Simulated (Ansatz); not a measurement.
**How the geometry moves the gap of SiC (Moissanite)**

How far does the choice of cell move the gap? The case is SiC (Moissanite).

Program: Ansatz 0.2.0. Level of theory: PBE, HSE06 and G0W0, plane waves, PAW. Results are calculated unless marked as measured.

**What was measured.**

- Gap 3 eV: optical absorption onset, approximate; UV-Vis-NIR transmission; bulk crystal (400 micron semi-insulating 6H-SiC wafer) (“Effects of energetic ion irradiation on WSe2/SiC heterostructures”, 2017, pmc:5482891).

- Gap 3.03 eV: indirect gap, experimental literature value; quoted from earlier experiment; bulk crystal (quoted in “Charge spill-out and work function of few-layer graphene on SiC(0001)”, 2018, arxiv:1806.04908).

- Gap 3.02 eV: band gap at cryogenic temperature; bulk crystal (literature value) (quoted in “Silicon carbide diodes for neutron detection”, 2020, arxiv:2009.14696).

This is a report of a sequence of runs, with most program output left out.

**1. Starting point**

The structure is hexagonal, space group P6_3mc (No. 186). Conventional cell: a = 3.081 Å, b = 3.081 Å, c = 15.125 Å, α = 90.00°, β = 90.00°, γ = 120.00°. Nearest to Si lie 4 C at 1.88 to 1.90 Å. Nearest to Si lie 4 C at 1.89 Å. Si has 4 C at 1.89 Å nearest. C has 4 Si at 1.88 to 1.89 Å nearest. Nearest to C lie 4 Si at 1.89 Å. C has 4 Si at 1.89 to 1.90 Å nearest. Farther neighbours are not listed.

The cell and positions come from the Crystallography Open Database and are kept as given unless a step says otherwise. The default PAW set here is soft_2. Its files were made with PBE.

**2. PBE bands at the given cell**

The cheap functional maps the bands first; the places of the edges decide which points the dearer methods must see.

This step: DFT, PBE, plane waves, PAW.

Input file input.yaml:

```yaml
crystal:
  lattice:
    - [3.081, 0.0, 0.0]
    - [-1.5405, 2.6682242691, 0.0]
    - [0.0, 0.0, 15.1248]
  atoms:
    - { symbol: Si, position: [0.0, 0.0, 0.0] }
    - { symbol: Si, position: [0.0, 0.0, 0.5] }
    - { symbol: Si, position: [0.3333333333, 0.6666666667, 0.1664] }
    - { symbol: Si, position: [0.6666666667, 0.3333333333, 0.6664] }
    - { symbol: Si, position: [0.6666666667, 0.3333333333, 0.3329] }
    - { symbol: Si, position: [0.3333333333, 0.6666666667, 0.8329] }
    - { symbol: C, position: [0.3333333333, 0.6666666667, 0.0412] }
    - { symbol: C, position: [0.6666666667, 0.3333333333, 0.5412] }
    - { symbol: C, position: [0.6666666667, 0.3333333333, 0.208] }
    - { symbol: C, position: [0.3333333333, 0.6666666667, 0.708] }
    - { symbol: C, position: [0.0, 0.0, 0.3746] }
    - { symbol: C, position: [0.0, 0.0, 0.8746] }
kpoints:
  mp_grid: { grid: [12, 12, 2] }
  band_path:
    path:
      - [[0.0, 0.0, 0.0], [0.5, 0.0, 0.0], [0.33333333, 0.33333333, 0.0], [0.0, 0.0, 0.0], [0.0, 0.0, 0.5], [0.5, 0.0, 0.5], [0.33333333, 0.33333333, 0.5], [0.0, 0.0, 0.5]]
      - [[0.5, 0.0, 0.5], [0.5, 0.0, 0.0]]
      - [[0.33333333, 0.33333333, 0.5], [0.33333333, 0.33333333, 0.0]]
    npoints: 10
hamiltonian:
  xc: pbe
scf:
  occupations: { method: fermi_dirac, width: 0.02 }
  n_extra_bands: 8
output:
  eigenvalues: true
  write_density: true
  write_potential: true
  elf: true
  volumetric_format: npy
```

The run is started by

```console
$ ansatz run input.yaml --threads 3 --pin off --max-ram 92160MiB --backend cuda --events-out ev --progress --plain --runs-dir out --devices 1 --max-vram 13GiB
```

It took 11 s on 1 × NVIDIA H100 80GB HBM3 (shared by 6 runs) with 3 threads of AMD EPYC 7R13 (Zen 3), shared host; peak memory 0.95 GiB.

Numbers from this step:

* filled bands: 24
* gap: 2.011 eV
* valence top at: Γ
* conduction bottom at: k = (0.500, 0.000, 0.200)
* least direct gap: 3.120 eV

The gap is indirect, with the least direct gap 1.11 eV higher.

**3. The relaxed cell**

Cell and ions were relaxed with PBE; that run is not shown. It left this cell:

Symmetry: P6_3mc, No. 186, hexagonal system. Conventional cell: a = 3.095 Å, b = 3.095 Å, c = 15.185 Å, α = 90.00°, β = 90.00°, γ = 120.00°. Nearest to Si lie 4 C at 1.90 Å. Si has 4 C at 1.89 to 1.90 Å nearest. Nearest to Si lie 4 C at 1.89 to 1.90 Å. C has 4 Si at 1.90 Å nearest. C has 4 Si at 1.89 to 1.90 Å nearest. C has 4 Si at 1.89 to 1.90 Å nearest. Farther neighbours are not listed.

**4. PBE at the relaxed cell**

The cell differs from the one that the last finished run ended in (a 3.081 → 3.095 Å, b 3.081 → 3.095 Å, c 15.125 → 15.185 Å).

input.yaml, the sections that differ from step 2:

```yaml
crystal:
  lattice:
    - [3.0948261473, 0.0, 0.0]
    - [-1.5474130737, 2.6801980639, 0.0]
    - [0.0, 0.0, 15.1854387337]
  atoms:
    - { symbol: Si, position: [0.0, 0.0, -0.0002767834] }
    - { symbol: Si, position: [0.0, 0.0, 0.4997232166] }
    - { symbol: Si, position: [0.3333333333, 0.6666666667, 0.1665018643] }
    - { symbol: Si, position: [0.6666666667, 0.3333333333, 0.6665018643] }
    - { symbol: Si, position: [0.6666666667, 0.3333333333, 0.3329933979] }
    - { symbol: Si, position: [0.3333333333, 0.6666666667, 0.8329933979] }
    - { symbol: C, position: [0.3333333333, 0.6666666667, 0.0415126541] }
    - { symbol: C, position: [0.6666666667, 0.3333333333, 0.5415126541] }
    - { symbol: C, position: [0.6666666667, 0.3333333333, 0.2079986727] }
    - { symbol: C, position: [0.3333333333, 0.6666666667, 0.7079986727] }
    - { symbol: C, position: [0.0, 0.0, 0.3743701944] }
    - { symbol: C, position: [0.0, 0.0, 0.8743701944] }
output:
  eigenvalues: true
# kpoints, hamiltonian, scf: as in step 2
```

The job ended after 9.2 s (1 × NVIDIA H100 80GB HBM3 (shared by 6 runs) with 3 threads; peak memory 0.92 GiB; 11 s of CPU time).

This step gave:

```yaml
gap: 2.025 eV
valence_top_at: Γ
conduction_bottom_at: k = (0.500, 0.000, 0.250)
least_direct_gap: 3.127 eV
```

The gap is indirect, with the least direct gap 1.10 eV higher.

**5. HSE06 at the relaxed cell**

HSE06 mixes in a quarter of exact exchange at short range. Exchange couples all pairs of k points, which makes a full band path dear, so levels are read on the mesh and at chosen points.

This step: DFT, HSE06, plane waves, PAW.

input.yaml, the sections that differ from step 4:

```yaml
kpoints:
  mp_grid: { grid: [6, 6, 2] }
  band_path:
    path:
      - [0.0, 0.0, 0.0]
      - [0.5, 0.0, 0.0]
      - [0.33333333, 0.33333333, 0.0]
      - [0.0, 0.0, 0.5]
      - [0.5, 0.0, 0.5]
      - [0.33333333, 0.33333333, 0.5]
      - [0.5, 0.0, 0.2]
      - [0.5, 0.0, 0.25]
    npoints: 1
hamiltonian:
  xc: hse06
scf:
  occupations: { method: fixed }
  n_extra_bands: 8
# crystal, output: as in step 4
```

It took 51 s on 1 × NVIDIA H100 80GB HBM3 (shared by 6 runs) with 3 threads; peak memory 1.5 GiB; 61 s of CPU time.

This step gave:

```
gap                  : 2.913 eV
valence top at       : Γ
conduction bottom at : k = (0.500, 0.000, 0.200)
least direct gap     : 4.119 eV
```

The gap stands +0.89 eV against PBE.

**6. G0W0 at the relaxed cell**

Now the one-shot GW correction: screening in the RPA, then the self-energy of the levels asked for.

This step: G0W0 on PBE, plane waves, PAW.

input.yaml: that of step 5 with these lines changed.

```diff
@@ -20,19 +20,11 @@
   mp_grid: { grid: [6, 6, 2] }
-  band_path:
-    path:
-      - [0.0, 0.0, 0.0]
-      - [0.5, 0.0, 0.0]
-      - [0.33333333, 0.33333333, 0.0]
-      - [0.0, 0.0, 0.5]
-      - [0.5, 0.0, 0.5]
-      - [0.33333333, 0.33333333, 0.5]
-      - [0.5, 0.0, 0.2]
-      - [0.5, 0.0, 0.25]
-    npoints: 1
 hamiltonian:
-  xc: hse06
+  xc: pbe
 scf:
   occupations: { method: fixed }
-  n_extra_bands: 8
-output:
-  eigenvalues: true
+gw:
+  n_empty_bands: 269
+  ecut_chi: 96
+  qp_bands: [v4, c4]
+  qp_kpoints: band_edges
+  screening: { model: contour_deformation }
```

Elapsed: 37 s, on 1 × NVIDIA H100 80GB HBM3 (shared by 6 runs) with 3 threads; peak memory 1.4 GiB.

Numbers from this step:

- bands summed: 293
- RPA ε∞ on this mesh (eigenvalues): 6.897, 7.077, 7.077
- plane waves in the screening matrix: 295
- G0W0 gap on the mesh: 2.720 eV
- k of the valence top: 0, 0, 0
- k of the conduction bottom: 0, -0.5, 0
- starting gap on the mesh: 2.028 eV
- least direct G0W0 gap on the computed points: 3.927 eV

The gap on the mesh goes from 2.03 eV to 2.72 eV, a correction of +0.69 eV. Between the two edge states, bare exchange in place of the xc potential would open the gap by 6.78 eV, and correlation takes back 6.09 eV.

**7. G0W0 at the given cell**

Input file input.yaml:

```yaml
crystal:
  lattice:
    - [3.081, 0.0, 0.0]
    - [-1.5405, 2.6682242691, 0.0]
    - [0.0, 0.0, 15.1248]
  atoms:
    - { symbol: Si, position: [0.0, 0.0, 0.0] }
    - { symbol: Si, position: [0.0, 0.0, 0.5] }
    - { symbol: Si, position: [0.3333333333, 0.6666666667, 0.1664] }
    - { symbol: Si, position: [0.6666666667, 0.3333333333, 0.6664] }
    - { symbol: Si, position: [0.6666666667, 0.3333333333, 0.3329] }
    - { symbol: Si, position: [0.3333333333, 0.6666666667, 0.8329] }
    - { symbol: C, position: [0.3333333333, 0.6666666667, 0.0412] }
    - { symbol: C, position: [0.6666666667, 0.3333333333, 0.5412] }
    - { symbol: C, position: [0.6666666667, 0.3333333333, 0.208] }
    - { symbol: C, position: [0.3333333333, 0.6666666667, 0.708] }
    - { symbol: C, position: [0.0, 0.0, 0.3746] }
    - { symbol: C, position: [0.0, 0.0, 0.8746] }
kpoints:
  mp_grid: { grid: [6, 6, 2] }
hamiltonian:
  xc: pbe
scf:
  occupations: { method: fixed }
gw:
  n_empty_bands: 265
  ecut_chi: 96
  qp_bands: [v4, c4]
  qp_kpoints: band_edges
  screening: { model: contour_deformation }
```

Elapsed: 29 s, on 1 × NVIDIA H100 80GB HBM3 (shared by 6 runs) with 3 threads; peak memory 1.4 GiB.

This step gave:

```yaml
bands_summed: 289
rpa_eps_infinity_on_this_mesh_eigenvalues: 6.876, 7.043, 7.043
plane_waves_in_the_screening_matrix: 295
g0w0_gap_on_the_mesh: 2.712 eV
k_of_the_valence_top: 0, 0, 0
k_of_the_conduction_bottom: 0, -0.5, 0
starting_gap_on_the_mesh: 2.013 eV
least_direct_g0w0_gap_on_the_computed_points: 3.927 eV
```

The gap on the mesh goes from 2.01 eV to 2.71 eV, a correction of +0.70 eV. Between the two edge states, bare exchange in place of the xc potential would open the gap by 6.80 eV, and correlation takes back 6.10 eV.

**8. Together**

G0W0 rows are gaps on the mesh, lowered by the amount that the mesh misses the start's edges, a rough step that assumes the same correction there.

```
   level  given cell (eV)  relaxed cell (eV)  change (eV)
     PBE             2.01               2.02        +0.01
   HSE06                -               2.91            -
G0W0@PBE             2.71               2.72        +0.01
```

**9. Summary of results**

| Property | Result |
| --- | --- |
| volume change | +1.3 % |
| PBE, given cell | 2.01 eV |
| PBE, relaxed cell | 2.02 eV |
| HSE06, relaxed cell | 2.91 eV |
| G0W0@PBE, relaxed cell | 2.72 eV |
| G0W0@PBE, given cell | 2.71 eV |
| known limits | not at the basis limit |

**Reading.** Relaxation changes the volume by +1.3 % and the gap by +0.01 eV (PBE) and +0.01 eV (G0W0@PBE). Against experiment, by G0W0@PBE at the given cell: the gap of 2.71 eV lies −0.29 eV from the measured 3 eV (optical, 2017); the gap of 2.71 eV lies −0.32 eV from the measured 3.03 eV (indirect, quoted 2018); the gap of 2.71 eV lies −0.31 eV from the measured 3.02 eV (kind not stated, quoted 2020). An exciton line or allowed optical edge lies below the quasiparticle gap by the binding energy; a forbidden edge can push the onset above it. The calculation has static nuclei and no excitons; a measured gap holds zero-point and thermal motion, which mostly lowers it. Bands and cutoff are finite, so the gap is not at the basis limit. The miss can reach some tenths of an eV and take either sign; the mesh is an error of its own.

[Paths, hosts, dates, memory and timing lines, banners, echoed tables and standing remarks are left out of the program output.]

[Logs are printed without paths, hosts, clocks, repeated set-up lines and the standing remarks that a program may print on its own settings, such as how far it seeks lower states.]

[Runs of the session that timed out or met a known fault of the program may be left out.]

[Cells called generated may have been cut or substituted from an entry of the Crystallography Open Database or the Materials Project.]

[Hosts, paths, dates, database ids (printed as entryN), source tags and the programs' standing remarks are cut or masked in the printed files.]
